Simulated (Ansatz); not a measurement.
# Cs on Cu(111): change of the work function, part 4 of 4

How does Cs on the fcc site change the work function of Cu(111) as the layer fills?

Ansatz 0.2.0; plane-wave DFT, PBE, Ansatz PAW.

So far, work function, upper face (eV): step 2 (the clean slab) 4.79; step 3 (37 atoms, coverage 0.111 ML, cell 3x3) 1.42.

### 4. Adsorbate added, k-mesh 6×6×1, coverage 0.25 ML (continued)

The density of states has structure finer than the step of the table below, so its rows give means over 0.25 eV, whole bins alone (the curve runs from -8 to 1.98 eV). Peaks (eV: height): -2.980: 85.0, -2.920: 121, -2.830: 95.5, -2.170: 91.8, -2.050: 82.6, -1.770: 87.8, -1.650: 103.

Density of states against energy, zero at the Fermi level; means over each step:

```
energy (eV)  density of states (states/eV a cell)
      -7.75                                  1.26
      -7.50                                  2.60
      -7.25                                  1.91
      -7.00                                  2.05
      -6.75                                  1.83
      -6.50                                  3.48
      -6.25                                  2.00
      -6.00                                  3.05
      -5.75                                  2.66
      -5.50                                  7.19
      -5.25                                  7.02
      -5.00                                  5.58
      -4.75                                  18.7
      -4.50                                  17.2
      -4.25                                  29.6
      -4.00                                  29.8
      -3.75                                  31.3
      -3.50                                  36.6
      -3.25                                  48.0
      -3.00                                  66.9
      -2.75                                  67.1
      -2.50                                  49.0
      -2.25                                  53.0
      -2.00                                  69.5
      -1.75                                  75.7
      -1.50                                  32.5
      -1.25                                  8.94
      -1.00                                  5.24
      -0.75                                  7.92
      -0.50                                  5.19
      -0.25                                  6.01
       0.00                                  3.93
       0.25                                  9.39
       0.50                                  7.21
       0.75                                  5.09
       1.00                                  4.08
       1.25                                  8.26
       1.50                                  9.80
       1.75                                  6.58
```

Projected DOS per atom over height of the atomic layer and energy from the Fermi level. Layers: Cu4 Cu4 Cu4 Cu4 Cs from below.

Ten even steps from '0' (0.01 states/eV) to '9' (5.20 states/eV), each cell a mean:
```
00000
00000
00001
00001
00000
00000
00000
33220
98880
75570
96690
45550
34330
24420
12210
01100
00000
00000
00000
00000
00000
00000
```
Columns: height of the atomic layer (Å) from 9 to 18.3 (not evenly spaced); rows upwards: energy from the Fermi level (eV) from -7.96 to 1.95.

ELF in the ca plane at fractional y = 0.167, with atoms of Cu and Cs within 0.2 Å of it. It is the smooth field of the valence electrons, not physical close to the nuclei.

Ten even steps from '0' (0.01) to '9' (0.88), each cell a mean:
```
22122222221121121221221158998631000111100000
21122222221121121121221013554210001111100000
11221222122111222112222000111000011221100000
22221365222222222222332100000000122221100000
33321497213322222233332100000001123322100000
22221354222222222222232100000000122221100000
11221122122111221111222000111000011221100000
22122222221121121221221025675310001111100000
21122222221121121121220169999741000111100000
11221222122111222112211499899963000011100000
22221365222222222222311697238984100011100000
33321497213322222233311795007984100011100000
22221354222222222222211698349984100011100000
11221122122111222112210489999962000011100000
```
Columns run along c (16.0 Å, from fractional 0.32 to 0.89 of the cell), rows up along a (5.1 Å). Atoms in or near the plane, at fractional coordinates: Cu at (0.40, 0.17), Cu at (0.40, 0.67), Cs at (0.66, 0.17).

Valence density in the ca plane at fractional y = 0.167, with atoms of Cu and Cs within 0.2 Å of it. It is the smooth field of the valence electrons, not physical close to the nuclei.

Ten steps, logarithmic in the rise over the least value, from '0' (0 e/Å³) to '9' (47 e/Å³), each cell a mean:
```
22100011001232101221000001111000000000000000
22100111001222101221000000000000000000000000
11101243100111000111000000000000000000000000
00002587310010000000000000000000000000000000
00002798410000000000000000000000000000000000
11001576310010000010000000000000000000000000
11101232100111001111000000000000000000000000
22100011001232101221000000000000000000000000
22100111001222101221000001111000000000000000
11101243100111000111000012222100000000000000
00002587310000000000000122112100000000000000
00002798410000000000000122012200000000000000
11001576310010000010000122222100000000000000
11101232100111001111000012222100000000000000
```
Columns run along c (16.0 Å, from fractional 0.32 to 0.89 of the cell), rows up along a (5.1 Å). Atoms in or near the plane, at fractional coordinates: Cu at (0.40, 0.17), Cu at (0.40, 0.67), Cs at (0.66, 0.17).

Electrostatic potential energy in the ca plane at fractional y = 0.167, with atoms of Cu and Cs within 0.2 Å of it. With pseudopotentials it is smooth inside the atoms' cores, unlike the true potential.

Ten even steps from '0' (-33 eV) to '9' (7 eV), each cell a mean:
```
33699988998535887436899987667899999999999999
44799888998535897546999998888999999999999999
77898423688767998778999999999999999999999999
99985000289989999999999999999999999999999999
99984000179999999999999999999999999999999999
88986000389989999989999999999999999999999999
66898634798767898768999999999999999999999999
33699988998535887436899998888999999999999999
44799888998535898546899986556899999999999999
77898423689777999778999853223689999999999999
99985000289999999999999732332489999999999999
99984000179999999999999632332479999999999999
88986000389989999989999732332589999999999999
66898634798767998768999863224789999999999999
```
Columns run along c (16.0 Å, from fractional 0.32 to 0.89 of the cell; values clipped at the 3rd and 97th percentile), rows up along a (5.1 Å). Atoms in or near the plane, at fractional coordinates: Cu at (0.40, 0.17), Cu at (0.40, 0.67), Cs at (0.66, 0.17).

The relaxation took 5 steps and lowered the energy by 0.12 eV; the largest force on the free atoms ends at 0.0071 eV/Å.

By hand: a sheet of dipoles makes a step −p/(ε₀A) in the electron's potential. With e/ε₀ = 180.95 V·Å, p = 0.3456 e·Å and A = 22.57 Å², that is −180.95 × (0.3456) / 22.57 = -2.771 eV, and the two vacuum levels of the run differ by -2.771 eV.

The covered face has 1.98 eV, -2.80 eV against the clean one; the bare back face has moved by -0.03 eV, a measure of how thin the slab is.

### 5. Work function against coverage

This step: plane-wave DFT, PBE, Ansatz PAW; work function against coverage (Ansatz 0.2.0).

The runs are now put side by side.

This step gave:

- work function of the clean face: 4.786 eV
- largest change of the work function: -3.366 eV

Work function of the covered face against coverage:

```
coverage (adsorbates/nm²)  work function of the covered face (eV)
                     0.00                                    4.79
                     1.97                                    1.42
                     4.43                                    1.98
```

The dipole per adsorbate comes from the change of the cell's dipole. Coverage, by row:

```
coverage (1/nm²)  coverage (ML)  work function (eV)  change (eV)  dipole per adsorbate, positive end outwards (debye)  mean height of the added atoms over the highest substrate atom (Å)
           1.969         0.1111                1.42       -3.366                                                4.502                                                               3.014
            4.43           0.25               1.984       -2.802                                                 1.66                                                               3.046
```

### 6. Outcome

| Property | Result |
| --- | --- |
| work function of the clean face | 4.79 eV |
| work function at 0.11 ML | 1.42 eV |
| work function at 0.25 ML | 1.98 eV |
| dipole per adsorbate at 0.11 ML, positive end outwards | 4.50 D |

What this shows: Cs lowers the work function of Cu(111) at the lowest coverage, by 3.37 eV: the adsorbate layer has its positive end outwards. The slab has 4 layers, at the tabulated experimental lattice constant, one starting site was run, and quantum-size effects of a slab this thin can reach one or two tenths of an eV.

[Logs are printed without paths, hosts, clocks, repeated set-up lines and the standing remarks that a program may print on its own settings, such as how far it seeks lower states.]

[Hosts, paths, dates, database ids (printed as entryN), source tags and the programs' standing remarks are cut or masked in the printed files.]

[Maps of the electrostatic potential energy from Ansatz leave out the sawtooth potential of an applied field or a dipole correction, so their vacuum need not be flat; planar profiles and work functions include it.]

[The density of states shown here was stored with 400 of the rows of the run's finer table, so its peaks can read low, often by over a quarter, or be missed, and its means over a window can be off by a tenth or more.]
